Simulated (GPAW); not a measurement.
The B K edge of atom 5 in ZrCo3B2 (P6/mmm), with 6 Co at 2.07 Å (distorted trigonal prismatic, site symmetry -6m2), was computed in 2 ways: excited-electron core hole (neutral cell) and no core hole. Program and functional: GPAW, LDA, Gaussian full width 0.9 eV up to 4 eV, rising linearly to 3.5 eV at 25 eV; cells of 6 and 18 atoms (the run without a hole in the smaller).

Each run is counted from its own lowest empty level or Fermi level and scaled to a mean of 1 over its first 20 eV.

| E (eV) | run 1 | run 2 |
| --- | --- | --- |
| -2.0 | 0.00 | 0.00 |
| -1.5 | 0.00 | 0.00 |
| -1.0 | 0.00 | 0.00 |
| -0.5 | 0.10 | 0.05 |
| 0.0 | 0.51 | 0.23 |
| 0.5 | 1.05 | 0.48 |
| 1.0 | 1.25 | 0.76 |
| 1.5 | 1.00 | 0.81 |
| 2.0 | 0.97 | 0.57 |
| 2.5 | 1.37 | 0.46 |
| 3.0 | 2.00 | 0.57 |
| 3.5 | 2.08 | 1.06 |
| 4.0 | 2.16 | 1.04 |
| 4.5 | 2.57 | 1.24 |
| 5.0 | 2.05 | 2.10 |
| 5.5 | 1.42 | 2.44 |
| 6.0 | 1.14 | 2.23 |
| 6.5 | 0.87 | 1.94 |
| 7.0 | 0.56 | 1.72 |
| 7.5 | 0.35 | 1.29 |
| 8.0 | 0.30 | 0.79 |
| 8.5 | 0.36 | 0.54 |
| 9.0 | 0.43 | 0.51 |
| 9.5 | 0.52 | 0.53 |
| 10.0 | 0.64 | 0.55 |
| 10.5 | 0.78 | 0.56 |
| 11.0 | 0.91 | 0.58 |
| 11.5 | 0.97 | 0.67 |
| 12.0 | 0.96 | 0.82 |
| 12.5 | 0.89 | 0.94 |
| 13.0 | 0.83 | 0.98 |
| 13.5 | 0.80 | 0.95 |
| 14.0 | 0.80 | 0.90 |
| 14.5 | 0.83 | 0.86 |
| 15.0 | 0.91 | 0.88 |
| 15.5 | 1.00 | 0.98 |
| 16.0 | 1.06 | 1.12 |
| 16.5 | 1.05 | 1.25 |
| 17.0 | 0.96 | 1.30 |
| 17.5 | 0.82 | 1.24 |
| 18.0 | 0.70 | 1.11 |
| 18.5 | 0.63 | 0.96 |
| 19.0 | 0.62 | 0.84 |
| 19.5 | 0.65 | 0.80 |
| 20.0 | 0.70 | 0.82 |
| 20.5 | 0.74 | 0.87 |
| 21.0 | 0.76 | 0.94 |
| 21.5 | 0.75 | 0.98 |
| 22.0 | 0.71 | 0.99 |
| 22.5 | 0.66 | 0.97 |
| 23.0 | 0.61 | 0.93 |
| 23.5 | 0.56 | 0.87 |
| 24.0 | 0.52 | 0.81 |
| 24.5 | 0.49 | 0.76 |
| 25.0 | 0.47 | 0.71 |
| 25.5 | 0.45 | 0.66 |
| 26.0 | 0.44 | 0.63 |
| 26.5 | 0.44 | 0.60 |
| 27.0 | 0.44 | 0.58 |
| 27.5 | 0.45 | 0.57 |
| 28.0 | 0.47 | 0.57 |
| 28.5 | 0.48 | 0.58 |
| 29.0 | 0.49 | 0.60 |
| 29.5 | 0.50 | 0.62 |
| 30.0 | 0.49 | 0.63 |
| 30.5 | 0.47 | 0.62 |
| 31.0 | 0.44 | 0.60 |
| 31.5 | 0.41 | 0.57 |
| 32.0 | 0.38 | 0.53 |

Question: Which run is which?

Run 1: excited-electron core hole (neutral cell) (area from −2 to 6 eV 9.6, main maxima 0.9 eV (1.26), 3.3 eV (2.13), 4.5 eV (2.57) and 16.2 eV (1.07)). Run 2: no core hole (area from −2 to 6 eV 6.5, main maxima 1.3 eV (0.85), 3.7 eV (1.14), 5.5 eV (2.44), 17.0 eV (1.30) and 21.9 eV (0.99)). With each curve scaled to its own mean, the area from −2 to 6 eV with the hole is 9.6 against 6.5, and the centre of weight from −1 to 20 eV moves by -1.3 eV: the hole pulls the absorber's empty states down.

[Hosts, paths, dates, database ids (printed as entryN), source tags and the programs' standing remarks are cut or masked in the printed files.]

[Lists of maxima count a maximum above −3 eV only where it reaches 4 % of the highest in the window and stands out from its surroundings by 2 % of it (1.5 % where it reaches 55 %); shoulders and weaker maxima are passed over, and of the rest the first, up to two pre-edge ones and the few strongest are named.]
